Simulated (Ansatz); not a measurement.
# NaYCl2F2: complex band structure, part 3 of 3

Aim: relax a made-up compound, NaYCl2F2, and see how good a tunnel barrier it would be. It is built by putting Cl for part of the F in the NaYF4 structure of space group P4/mmm, with the volume rescaled by atomic radii. The parent structure comes from the Materials Project.

Ansatz 0.2.0; PBE DFT, plane waves, PAW files (the session's first sound run).

So far, gap on path (eV): step 3 (band edges, PBE) 4.89; step 7 (LDA) 4.66.

The structure was built from a prototype and need not be the compound's stable phase.

## Step 8: Complex bands at another level

This step: LDA DFT, plane waves, PAW files; complex bands by layer matching along the plane's normal (Ansatz 0.2.0).

The complex bands at that level, over its own gap, at (0, 0) and (0.5, 0).

input.yaml

```yaml
crystal:
  lattice:
    - [3.781023958, 0.0, 0.0]
    - [0.0, 6.99421613, 0.0]
    - [0.0, 0.0, 4.793739227]
  atoms:
    - { symbol: Na, position: [0.0, 0.0, 0.0] }
    - { symbol: "Y", position: [0.5, 0.5, 0.5] }
    - { symbol: F, position: [0.0, 0.678617214, 0.5] }
    - { symbol: Cl, position: [0.5, 0.271119125, 0.0] }
    - { symbol: F, position: [0.0, 0.321382786, 0.5] }
    - { symbol: Cl, position: [0.5, 0.728880875, 0.0] }
kpoints:
  mp_grid: { grid: [6, 4, 6] }
scf:
  occupations: { method: fixed }
hamiltonian:
  xc: lda
output:
  eigenvalues: true
  transmission:
    leads: [[0, 0]]
    kpoints: [[0.0, 0.0], [0.5, 0.0]]
    e_range: [-1.0, 5.66]
    de: 0.13
```

On the command line:

```
> ansatz run input.yaml --threads 2 --pin off --max-ram 4096MiB --backend cpu --events-out ev --progress --plain --runs-dir out
```

Numbers of over 12 decimals in the logs are rounded to 6 here.

Output:

```text
[...]
Crystal: 6 atoms, lattice volume = 126.772 Å³
Basis set: ecut = 420 eV, 2471 PW (Γ)
Bands: 30, of which v1, the nominal top of the filled ones, is band 24 counted from 1 (23 counted from 0)
Symmetry: 8 space group operations
[...]
k-points: 48 of 144
[...]
SCF iter   1: F=—  HF=-8899.250052 eV  |F-HF|=—  |Δ(HF+E_count)|=         —  Δρ=1.19e-2  dr2=1.40e-1  ethr=1.77e-3  ⟨swp⟩=4.0  Hψ=5631  notcnv=0  defer=132
[...]
SCF iter   7: F=-8899.209187 eV  HF=-8899.209187 eV  |F-HF|=2.13e-8  |Δ(HF+E_count)|=   2.51e-7  Δρ=4.42e-6  dr2=2.70e-8  ethr=2.08e-10  ⟨swp⟩=9.8  Hψ=4908  notcnv=0
SCF 1 converged in 7 iterations: F = -8899.209187 eV  dr2 = 2.70e-8
[...]
transmission: 8 of 16 steps passed
transmission: 16 of 16 steps passed
SCF converged after 7 iterations
Free energy (F): -8899.209187 eV
[...]
Internal energy: -8899.209187 eV  (E = F + TS)
E sigma→0 (E₀):  -8899.209187 eV
Fermi energy:    2.060279 eV
[...]
--- Band table (eV; the first three rows and the last of 48) ---
  k-point 0: bands = [... 20 lower, 1.5247, 1.8178, 1.9671, 2.0603, 6.8936, 7.1333, 7.6618, 9.1087, ... 2 higher]
  k-point 1: bands = [... 20 lower, 1.4482, 1.7540, 1.9333, 2.0285, 7.1545, 7.2886, 7.7357, 8.7667, ... 2 higher]
  k-point 2: bands = [... 20 lower, 1.2636, 1.6272, 1.8596, 1.9648, 6.9434, 7.8793, 8.0210, 8.4106, ... 2 higher]
  k-point 47: bands = [... 20 lower, 1.1625, 1.3488, 1.3958, 1.4805, 7.4549, 7.5124, 7.7744, 8.8151, ... 2 higher]
--- Transmission ---
  basis      : 239 plane waves across, 8 finite elements along
  points     : 2, as listed
[...]
channels       : 0.000000e0 a spin
[...]
slowest decay  : 0.3845 /Å at (0.0000, 0.0000)
```

It took 43 s on 2 threads of Arm Neoverse V2, shared host; peak memory 0.69 GiB.

This step gave:

* level to which the leads are filled: 2.332 eV from the Fermi level
* decay constant at the filling level, zone centre: 0.3845 Å⁻¹
* decay constant at the filling level, slowest listed point: 0.3845 Å⁻¹

K parallel (0, 0); values up to 1.5 1/Å, a degenerate pair printed once or twice; energies at which all values exceed this have no row. The Im kz of the slowest decaying states by energy, zero at the highest filled level on the SCF mesh:

| energy (eV) | decay 1 (Å⁻¹) | decay 2 (Å⁻¹) | decay 3 (Å⁻¹) | decay 4 (Å⁻¹) |
| --- | --- | --- | --- | --- |
| -1.00 | 0.167 | 0.470 | 0.627 | 0.674 |
| -0.61 | 0.262 | 0.536 | 0.585 | 0.627 |
| -0.35 | 0.192 | 0.317 | 0.326 | 0.453 |
| 0.04 | 0.224 | 0.283 | 0.378 | 0.417 |
| 0.30 | 0.320 | 0.478 | 0.508 | 0.535 |
| 0.69 | 0.356 | 0.561 | 0.597 | 0.621 |
| 0.95 | 0.372 | 0.586 | 0.597 | 0.653 |
| 1.34 | 0.386 | 0.568 | 0.633 | 0.678 |
| 1.60 | 0.391 | 0.554 | 0.648 | 0.686 |
| 1.99 | 0.391 | 0.529 | 0.663 | 0.689 |
| 2.38 | 0.384 | 0.501 | 0.668 | 0.684 |
| 2.64 | 0.376 | 0.480 | 0.668 | 0.677 |
| 3.03 | 0.358 | 0.443 | 0.661 | 0.664 |
| 3.29 | 0.341 | 0.414 | 0.653 | 0.653 |
| 3.68 | 0.308 | 0.362 | 0.632 | 0.633 |
| 3.94 | 0.279 | 0.319 | 0.602 | 0.615 |
| 4.33 | 0.219 | 0.229 | 0.509 | 0.579 |
| 4.59 | 0.113 | 0.157 | 0.431 | 0.545 |
| 4.98 | 0.230 | 0.47 | 0.531 | 0.806 |
| 5.24 | 0.170 | 0.389 | 0.501 | 0.780 |
| 5.63 | 0.212 | 0.446 | 0.738 | 0.878 |

K parallel (0.5, 0); values up to 1.5 1/Å, a degenerate pair printed once or twice; energies at which all values exceed this have no row. The Im kz of the slowest decaying states by energy, zero at the highest filled level on the SCF mesh:

| energy (eV) | decay 1 (Å⁻¹) | decay 2 (Å⁻¹) | decay 3 (Å⁻¹) | decay 4 (Å⁻¹) |
| --- | --- | --- | --- | --- |
| -1.000 | 0.417 | 0.862 | 1.09 | 1.10 |
| -0.480 | 0.115 | 0.263 | 0.548 | 0.741 |
| 0.040 | 0.348 | 0.402 | 0.541 | 0.566 |
| 0.560 | 0.469 | 0.485 | 0.568 | 0.630 |
| 0.950 | 0.526 | 0.530 | 0.565 | 0.604 |
| 1.470 | 0.554 | 0.576 | 0.580 | 0.593 |
| 1.990 | 0.536 | 0.569 | 0.610 | 0.614 |
| 2.510 | 0.512 | 0.539 | 0.636 | 0.637 |
| 3.030 | 0.481 | 0.503 | 0.646 | 0.662 |
| 3.550 | 0.440 | 0.459 | 0.638 | 0.646 |
| 3.940 | 0.402 | 0.417 | 0.602 | 0.629 |
| 4.460 | 0.334 | 0.344 | 0.510 | 0.555 |
| 4.980 | 0.217 | 0.221 | 0.331 | 0.408 |
| 5.500 | 0.0635 | 0.257 | 0.508 | 0.548 |

At the listed wavevectors the last open channel is at -0.09 eV and the next at +4.72 eV on the grid. At +2.38 eV, the grid energy nearest the filling level (the middle of the gap on the SCF mesh), the slowest state at the listed wavevectors decays with κ = 0.385 Å⁻¹, its amplitude falling by e over 2.6 Å; the first such run, plane (100), gave 0.406 Å⁻¹.

## Step 9: Outcome

```
band gap                                         : 4.89 eV
least decay constant at mid-gap, normal to (100) : 0.406 Å⁻¹
least decay constant at mid-gap, normal to (001) : 0.344 Å⁻¹
least decay constant on a mesh, normal to (100)  : 0.407 Å⁻¹
least decay constant, LDA                        : 0.385 Å⁻¹
```

In words: With PBE, the slowest decay at the wavevectors tried is κ = 0.344 Å⁻¹, normal to (001). Through such a film the transmission near mid-gap falls as exp(−2κd), a factor of ten every 3.4 Å. The decay depends on direction: 1.2 times faster normal to (100). A free electron under a barrier of half the gap would need a mass of 0.18 mₑ to decay at this rate. With LDA the gap goes from 4.89 to 4.66 eV and the decay constant, over the first 2 listed wavevectors, from 0.406 to 0.385 Å⁻¹. The compound is made up by substitution; its stability against other phases and against distortions of the cell's symmetry was not tested. A semilocal functional narrows gaps, so real decay constants are likely larger.

[Logs are printed without paths, hosts, clocks, repeated set-up lines and the standing remarks that a program may print on its own settings, such as how far it seeks lower states.]

[Hosts, paths, dates, database ids (printed as entryN), source tags and the programs' standing remarks are cut or masked in the printed files.]
